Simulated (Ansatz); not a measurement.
# How rapidly quenched Fe77P23 (at. %) changes with quench rate

Does a slower quench leave a cell of lower energy?

Computed with Ansatz 0.2.0: Kohn-Sham DFT, PBE, PAW (set soft_2). Every run is a single point, with the atoms held where the recipe put them (cutoff of the plane-wave runs 420 eV, methfessel-paxton smearing of 0.15 eV, spin polarised).

First member: 66 atoms (51 Fe, 15 P) placed at random at 5.78 g/cm³, melted at 2200 K for 10 ps at fixed volume with the EAM Fe-P potential (Ackland et al., J. Phys.: Condens. Matter 16, S2629 (2004)). Quenched from 2200 K to 300 K at 10 K/ps and zero pressure, held 5 ps.

Last member: 66 atoms (51 Fe, 15 P) placed at random at 5.78 g/cm³, melted at 2200 K for 10 ps at fixed volume with the EAM Fe-P potential (Ackland et al., J. Phys.: Condens. Matter 16, S2629 (2004)). Quenched from 2200 K to 300 K at 1000 K/ps and zero pressure, held 5 ps.

The members:

```
quench rate (K/ps)  reduced formula  atoms  valence electrons  k-mesh        basis  density (g/cm³)
                10           Fe17P5     66                891   2×2×2  plane waves             6.12
                30           Fe17P5     66                891   2×2×2  plane waves             6.13
               100           Fe17P5     66                891   2×2×2  plane waves             6.22
               300           Fe17P5     66                891   2×2×2  plane waves             6.29
              1000           Fe17P5     66                891   2×2×2  plane waves             6.10
```

Each cell is one sample from a classical run, so sample-to-sample scatter enters every column; pressures lack the kinetic term.

The input of the first member, without its atom lines; other members have their own cell and atoms, and may differ in mesh, basis and outputs:

```yaml
crystal:
  lattice:
    - [9.64913, 0.0, 0.0]
    - [0.0, 9.64913, 0.0]
    - [0.0, 0.0, 9.64913]
  atoms:
    [... 66 lines ...]
magnetization:
  spin_polarized: true
kpoints:
  mp_grid: { grid: [2, 2, 2] }
hamiltonian:
  xc: pbe
scf:
  occupations: { method: methfessel_paxton, width: 0.15 }
  lower_state_search: "off"
output:
  forces: true
  stress: true
  populations: true
  dos:
    method: { smearing: { sigma: 0.1 } }
    de: 0.1
    projected: { site_lists: { Fe: [Fe], P: [P] } }
  eigenvalues: true
  write_density: true
  write_potential: true
  volumetric_format: npy
```

Results:

```
quench rate (K/ps)  energy less the first member's (meV/atom)  pressure (GPa)  r.m.s. force (eV/Å)  moment (μB)
                10                                        0.0           -4.27                0.615          111
                30                                      -26.8           -5.42                0.545          111
               100                                      -27.0           -5.37                0.619          111
               300                                      -50.1           -4.84                0.558          111
              1000                                       15.6           -6.68                0.571          113
```

Bonds in each cell, which the recipe sets and DFT didn't move; cutoffs follow each cell's own g(r) within set bounds (mean length in Å, and neighbours of the second kind about the first):

```csv
quench rate (K/ps),Fe-Fe length,Fe-Fe count,Fe-P length,Fe-P count
10,2.641,10.43,2.457,1.67
30,2.673,10.63,2.435,1.69
100,2.657,10.16,2.447,1.82
300,2.684,10.51,2.443,1.92
1000,2.664,9.53,2.458,1.92
```

Cost:

```
quench rate (K/ps)  atoms        basis  k-mesh  SCF cycles     time  host memory (GiB)                                          hardware
                10     66  plane waves   2×2×2          41  3.6 min                 11  8 threads of Intel Xeon 6975P-C (Granite Rapids)
                30     66  plane waves   2×2×2          41  3.7 min                 11  8 threads of Intel Xeon 6975P-C (Granite Rapids)
               100     66  plane waves   2×2×2          46    4 min                 11  8 threads of Intel Xeon 6975P-C (Granite Rapids)
               300     66  plane waves   2×2×2          38  3.7 min                 11  8 threads of Intel Xeon 6975P-C (Granite Rapids)
              1000     66  plane waves   2×2×2          32   29 min                 11                      8 threads of Arm Neoverse N1
```

Times include the outputs that each run asked for, on hosts shared with other jobs.

**Reading.** The energy against the first member is lowest at 300 K/ps (-50.1 meV/atom) and highest at 1000 K/ps (15.6 meV/atom), with no steady trend; each member is a single configuration. The slowest quench doesn't give the lowest energy; that at 300 K/ps does, by 50.1 meV/atom, which single samples of this size can't show to be real. The pressure is lowest at 1000 K/ps (-6.7 GPa) and highest at 10 K/ps (-4.3 GPa). All of the 5 members have partly filled levels at the Fermi energy, where the frontier levels stand at most 0.013 eV apart and the tails of the smearing reach across.

Caveats: The starting topology of bonds comes from the classical model, and needn't be the one that DFT or experiment would give. For 4 of the 5 members: in the spin-polarised runs the search for a state of lower energy was switched off. The program left the stability of some magnetic solutions unchecked, or ended on moments of another size or direction than seeded. The cells aren't relaxed by DFT, which could reorder their energies. The starting order of the moments was set by the recipe and needn't be the real material's. Even the slowest of these quenches is many orders faster than a laboratory quench.

[Logs are printed without paths, hosts, clocks, repeated set-up lines and the standing remarks that a program may print on its own settings, such as how far it seeks lower states.]

[Hosts, paths, dates, database ids (printed as entryN), source tags and the programs' standing remarks are cut or masked in the printed files.]
